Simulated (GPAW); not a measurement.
# Geometry or basis: what sets the conductance of BN in line between two Na chains, part 2 of 2

Aim: the conductance of BN in line between two Na chains after relaxation, and whether geometry, basis or functional moves it most.

GPAW 26.7.0; GPAW LCAO, PAW setups; relaxation of the junction within the symmetry of its start, lead ends held (the session's first sound run).

So far, transmission at the Fermi level (one spin): step 3 (double-zeta polarised basis) 0.123; step 4 (basis szp(dzp)) 0.121; step 5 (basis sz(dzp)) 0.129. Also open channels of the lead at the Fermi level (one spin): 1 in steps 3, 4 and 5.

## Step 6: revPBE in the dzp basis: xc = "revPBE"

Level of this step: GPAW LCAO, PAW setups; Landauer transmission from Green's functions with principal layers (ASE), zero bias (GPAW).

Back in the dzp basis, the functional changes from PBE to revPBE, to set the spread between functionals beside that between bases.

Contents of run.py:

```python
import json
import numpy as np
from ase import Atoms
from ase.transport.calculators import TransportCalculator
from gpaw import GPAW, FermiDirac
from gpaw.lcao.tools import get_lcao_hamiltonian
from scipy.linalg import eigh

# The junction with lead layers at both ends, along the third cell vector
device = Atoms(
    ['Na', 'Na', 'Na', 'Na', 'Na', 'Na', 'Na', 'B', 'N', 'Na', 'Na', 'Na', 'Na', 'Na', 'Na', 'Na'],
    positions=[
        [4.50000, 4.50000, 1.65000],
        [4.50000, 4.50000, 4.95000],
        [4.50000, 4.50000, 8.25000],
        [4.50000, 4.50000, 11.55000],
        [4.50000, 4.50000, 14.85000],
        [4.50000, 4.50000, 18.15000],
        [4.50000, 4.50000, 21.40777],
        [4.50000, 4.50000, 23.77860],
        [4.50000, 4.50000, 25.07454],
        [4.50000, 4.50000, 27.17338],
        [4.50000, 4.50000, 30.47520],
        [4.50000, 4.50000, 33.77520],
        [4.50000, 4.50000, 37.07520],
        [4.50000, 4.50000, 40.37520],
        [4.50000, 4.50000, 43.67520],
        [4.50000, 4.50000, 46.97520]],
    cell=[[9.0, 0.0, 0.0], [0.0, 9.0, 0.0], [0.0, 0.0, 48.6252]],
    pbc=True)

# One principal layer of the lead: the first 4 atoms of the device
lead = Atoms(
    ['Na', 'Na', 'Na', 'Na'],
    positions=[
        [4.50000, 4.50000, 1.65000],
        [4.50000, 4.50000, 4.95000],
        [4.50000, 4.50000, 8.25000],
        [4.50000, 4.50000, 11.55000]],
    cell=[[9.0, 0.0, 0.0], [0.0, 9.0, 0.0], [0.0, 0.0, 13.2]],
    pbc=True)

settings = dict(mode='lcao', basis='dzp', xc='revPBE', h=0.18,
                occupations=FermiDirac(0.1), maxiter=250,
                mixer=dict(beta=0.1, nmaxold=8, weight=100.0),
                convergence=dict(density=0.0001))
energies = np.arange(-2, 2 + 1e-9, 0.025)
eta = 0.0001
n1, n2 = 1, 1
# k and -k transmit alike, so half of the mesh across the current serves
mesh = [(i, j) for i in range(n1) for j in range(n2) if (i, j) <= (-i % n1, -j % n2)]
weights = np.array([1 if (i, j) == (-i % n1, -j % n2) else 2 for i, j in mesh]) / (n1 * n2)

# [... helper functions left out ...]
fermi_lead = ground_state(lead, (1, 1, 9), 'lead.txt')
fermi_device = ground_state(device, (1, 1, 2), 'device.txt')
# [... loop over the mesh left out, but for ...]
        # Shift the lead onto the potential of the device's first layer
        shift = ((H[:, 0, 0] - H0[:, 0, 0]) / S0[0, 0]).real.mean()
# [...]
kT = 8.617333e-5 * 300
bias = [0.1, 0.2, 0.5, 1.0, 1.5, 2.0]
# [... integrals and printing left out ...]
```

Started as:

```sh
$ OMP_NUM_THREADS=1 OPENBLAS_NUM_THREADS=1 python run.py
```

What it wrote:

```text
basis functions: device 264, principal layer 68
Fermi level: lead -2.3959 eV, device -2.6087 eV; lead shifted by 0.0005 eV
largest coupling past the next layer 5.77e-12 eV, largest misfit of the first layer 0.016 eV
  E-E_F (eV)   T (one spin)  channels
    -2.000    3.0246e-11    0.0000
    -1.975    3.0171e-11    0.0000
    -1.950    3.0094e-11    0.0000
[...]
1.975    1.5884e-02    3.0000
     2.000    1.4730e-02    3.0000
conductance at 300 K: 0.12091 G0 a cell; thermopower 22.74 uV/K
current from the zero-bias T(E) at 0.1 V: 0.93936 uA
current from the zero-bias T(E) at 0.2 V: 1.8939 uA
current from the zero-bias T(E) at 0.5 V: 5.0053 uA
current from the zero-bias T(E) at 1.0 V: 12.642 uA
current from the zero-bias T(E) at 1.5 V: 18.63 uA
current from the zero-bias T(E) at 2.0 V: 19.285 uA
```

It took 3.2 min on 1 thread of Arm Neoverse V2, shared host; peak memory 2.6 GiB.

Numbers from this step:

```
conductance                                    : 0.1209 G₀
thermopower                                    : 22.74 μV/K
largest coupling past the next principal layer : 5.77e-12 eV
largest misfit of the first principal layer    : 0.01636 eV
shift that aligns the lead                     : 5.21e-4 eV
basis functions of the junction                : 264
basis functions of a principal layer           : 68
transmission at the Fermi level (one spin)     : 0.1201
```

The conductance, 0.121 G₀, lies 2.3 % below that of the dzp run.

## Step 7: The structure as built: geometry = "as built"

The dzp basis with PBE on the structure as first built shows what the relaxation was worth.

run.py: that of step 6 with these lines changed.

```diff
@@ -18,6 +18,6 @@
         [4.50000, 4.50000, 18.15000],
-        [4.50000, 4.50000, 21.40777],
-        [4.50000, 4.50000, 23.77860],
-        [4.50000, 4.50000, 25.07454],
-        [4.50000, 4.50000, 27.17338],
+        [4.50000, 4.50000, 21.45000],
+        [4.50000, 4.50000, 23.77510],
+        [4.50000, 4.50000, 25.05510],
+        [4.50000, 4.50000, 27.17520],
         [4.50000, 4.50000, 30.47520],
@@ -42,3 +42,3 @@
 
-settings = dict(mode='lcao', basis='dzp', xc='revPBE', h=0.18,
+settings = dict(mode='lcao', basis='dzp', xc='PBE', h=0.18,
                 occupations=FermiDirac(0.1), maxiter=250,
```

What it wrote:

```text
basis functions: device 264, principal layer 68
Fermi level: lead -2.4843 eV, device -2.6982 eV; lead shifted by 0.0007 eV
largest coupling past the next layer 4.16e-12 eV, largest misfit of the first layer 0.016 eV
  E-E_F (eV)   T (one spin)  channels
    -2.000    3.0624e-11    0.0000
    -1.975    3.0548e-11    0.0000
    -1.950    3.0469e-11    0.0000
[...]
1.975    1.6886e-02    3.0000
     2.000    1.5902e-02    3.0000
conductance at 300 K: 0.1214 G0 a cell; thermopower 21.08 uV/K
current from the zero-bias T(E) at 0.1 V: 0.9424 uA
current from the zero-bias T(E) at 0.2 V: 1.8956 uA
current from the zero-bias T(E) at 0.5 V: 4.9414 uA
current from the zero-bias T(E) at 1.0 V: 12.206 uA
current from the zero-bias T(E) at 1.5 V: 18.357 uA
current from the zero-bias T(E) at 2.0 V: 19.022 uA
```

Run time: 3.1 min. Hardware: 1 thread; peak memory 2.6 GiB.

Numbers from this step:

| Item | Value |
| --- | --- |
| conductance | 0.1214 G₀ |
| thermopower | 21.08 μV/K |
| largest coupling past the next principal layer | 4.16e-12 eV |
| largest misfit of the first principal layer | 0.01642 eV |
| shift that aligns the lead | 7.48e-4 eV |
| transmission at the Fermi level (one spin) | 0.1208 |

One spin. Table of transmission, zone mean by energy, zero at the Fermi level:

| energy (eV) | transmission, zone mean |
| --- | --- |
| -2.000 | 3.1e-11 |
| -1.800 | 3.0e-11 |
| -1.600 | 2.9e-11 |
| -1.400 | 2.8e-11 |
| -1.200 | 2.6e-11 |
| -1.000 | 1.6e-11 |
| -0.825 | 0.0449 |
| -0.800 | 6.0e-4 |
| -0.600 | 0.401 |
| -0.525 | 0.499 |
| -0.400 | 0.343 |
| -0.200 | 0.198 |
| 0.000 | 0.121 |
| 0.200 | 0.0658 |
| 0.400 | 0.0422 |
| 0.600 | 0.0333 |
| 0.800 | 0.0289 |
| 1.000 | 0.0261 |
| 1.200 | 0.0245 |
| 1.400 | 0.0236 |
| 1.600 | 0.0226 |
| 1.800 | 0.0207 |
| 2.000 | 0.0159 |

The conductance, 0.121 G₀, lies 1.9 % below that of the dzp run.

## Step 8: The ladder

Times are for 1 thread of Arm Neoverse V2, shared host. Results by setting:

| no. | run | conductance (G₀) | time | memory (GiB) |
| --- | --- | --- | --- | --- |
| 1 | dzp | 0.1238 | 2.8 min | 2.6 |
| 2 | szp | 0.1218 | 2.5 min | 2.5 |
| 3 | sz | 0.1308 | 97 s | 2.3 |
| 4 | dzp revPBE | 0.1209 | 3.2 min | 2.6 |
| 5 | asbuilt | 0.1214 | 3.1 min | 2.6 |

## Step 9: Comparison

The curves are compared point by point over the common energies.

This step: comparison of transmission and cost over codes, levels and geometry (GPAW 26.7.0).

Ladder, by row:

| step | code | T at the Fermi level (sum over the listed spins) | conductance (G0) | r.m.s. T(E) from the first | wall time (s) | peak memory (GiB) | threads |
| --- | --- | --- | --- | --- | --- | --- | --- |
| dzp | GPAW | 0.1232 | 0.1238 | 0 | 169.4 | 2.56 | 1 |
| szp | GPAW | 0.121 | 0.1218 | 0.02156 | 152.1 | 2.45 | 1 |
| sz | GPAW | 0.1294 | 0.1308 | 0.05339 | 97.28 | 2.31 | 1 |
| dzp-revPBE | GPAW | 0.1201 | 0.1209 | 0.01196 | 194.4 | 2.56 | 1 |
| asbuilt | GPAW | 0.1208 | 0.1214 | 0.005545 | 184.3 | 2.56 | 1 |

Table of transmission, zone mean, sum over the listed spins by energy, zero at the Fermi level:

| energy (eV) | dzp | szp | sz | dzp-revPBE | asbuilt |
| --- | --- | --- | --- | --- | --- |
| -2.0000 | 3.0e-11 | 7.4e-11 | 6.1e-14 | 3.0e-11 | 3.1e-11 |
| -1.7500 | 2.9e-11 | 7.4e-11 | 5.8e-14 | 2.9e-11 | 3.0e-11 |
| -1.5000 | 2.8e-11 | 7.3e-11 | 5.6e-14 | 2.8e-11 | 2.9e-11 |
| -1.2500 | 2.6e-11 | 7.3e-11 | 5.5e-14 | 2.6e-11 | 2.6e-11 |
| -1.0000 | 1.7e-11 | 7.7e-11 | 4.9e-14 | 1.7e-11 | 1.6e-11 |
| -0.8250 | 0.0417 | 4.6e-4 | 3.9e-4 | 0.0780 | 0.0449 |
| -0.7500 | 0.0239 | 0.0212 | 0.0108 | 0.0158 | 0.0184 |
| -0.5500 | 0.492 | 0.475 | 0.298 | 0.494 | 0.497 |
| -0.5000 | 0.464 | 0.518 | 0.452 | 0.500 | 0.480 |
| -0.4500 | 0.399 | 0.460 | 0.528 | 0.441 | 0.412 |
| -0.2500 | 0.223 | 0.235 | 0.289 | 0.234 | 0.221 |
| 0.0000 | 0.123 | 0.121 | 0.129 | 0.120 | 0.121 |
| 0.2500 | 0.0589 | 0.0569 | 0.0584 | 0.0554 | 0.0576 |
| 0.5000 | 0.0374 | 0.0378 | 0.0389 | 0.0353 | 0.0368 |
| 0.7500 | 0.0302 | 0.0329 | 0.0350 | 0.0287 | 0.0298 |
| 1.0000 | 0.0264 | 0.0315 | 0.0352 | 0.0252 | 0.0261 |
| 1.2500 | 0.0245 | 0.0323 | 0.0379 | 0.0234 | 0.0242 |
| 1.5000 | 0.0233 | 0.0340 | 0.0423 | 0.0223 | 0.0231 |
| 1.7500 | 0.0215 | 0.0345 | 0.0465 | 0.0207 | 0.0213 |
| 2.0000 | 0.0162 | 0.0304 | 0.0468 | 0.0147 | 0.0159 |

## Step 10: A varied run

One more run, with changed settings.

This step: GPAW LCAO, PAW setups; Landauer transmission from Green's functions with principal layers (ASE), zero bias (GPAW 26.7.0).

run.py: that of step 7 with these lines changed.

```diff
@@ -18,6 +18,6 @@
         [4.50000, 4.50000, 18.15000],
-        [4.50000, 4.50000, 21.45000],
-        [4.50000, 4.50000, 23.77510],
-        [4.50000, 4.50000, 25.05510],
-        [4.50000, 4.50000, 27.17520],
+        [4.50000, 4.50000, 21.40777],
+        [4.50000, 4.50000, 23.77860],
+        [4.50000, 4.50000, 25.07454],
+        [4.50000, 4.50000, 27.17338],
         [4.50000, 4.50000, 30.47520],
@@ -43,3 +43,3 @@
 settings = dict(mode='lcao', basis='dzp', xc='PBE', h=0.18,
-                occupations=FermiDirac(0.1), maxiter=250,
+                occupations=FermiDirac(0.1), maxiter=3,
                 mixer=dict(beta=0.1, nmaxold=8, weight=100.0),
```

What it wrote:

```text
gpaw.KohnShamConvergenceError
```

Elapsed: 9.2 s, on 1 thread; peak memory 0.73 GiB.

The run stopped without converging, so none of its numbers is a property of the system.

The fault put into the input: too few SCF iterations (maxiter = 3).

## Step 11: Summary of results

```json
{
 "conductance": "0.124 G₀",
 "transmission at the Fermi level, mean of the spins": "0.123",
 "thermopower": "20.9 μV/K",
 "open channels of the lead there": "1"
}
```

**Reading.** In the dzp basis the junction conducts 0.124 G₀ at 300 K, with T = 0.123 a spin at the Fermi level; the sz basis reaches that conductance within 10 %. Relaxation moved atoms by up to 0.042 Å and took the conductance from 0.121 to 0.124 G₀, as a ratio a smaller change than the step from dzp to the minimal basis. The scatterer reflects about 88 % of the incoming channels at the Fermi level. At the Fermi level one eigenchannel carries the current (0.12). The positive thermopower says that the thermally weighted transmission is larger below the Fermi level, as for hole-like transport. Measured against the first run (dzp), the nearest curve is that of asbuilt (r.m.s. 0.0055) and the farthest that of sz (0.053). Over the compared runs wall time goes from 97 s (sz) to 194 s (dzp-revPBE), on a shared host. The leads kept an estimated spacing and the cell its length, so the junction may be under some tension or compression. The geometry comes from the orbital basis, which tends to overbind, and kept the symmetry of the start, so a structure of lower symmetry may lie lower. An evenly spaced straight chain is an idealisation: free chains tend to dimerise, zigzag or, where a band edge lies near the Fermi level, turn magnetic. The currents use the zero-bias T(E) throughout, which holds only while the bias is small against the distance to the nearest feature.

[Logs are printed without paths, hosts, clocks, repeated set-up lines and the standing remarks that a program may print on its own settings, such as how far it seeks lower states.]

[Hosts, paths, dates, database ids (printed as entryN), source tags and the programs' standing remarks are cut or masked in the printed files.]
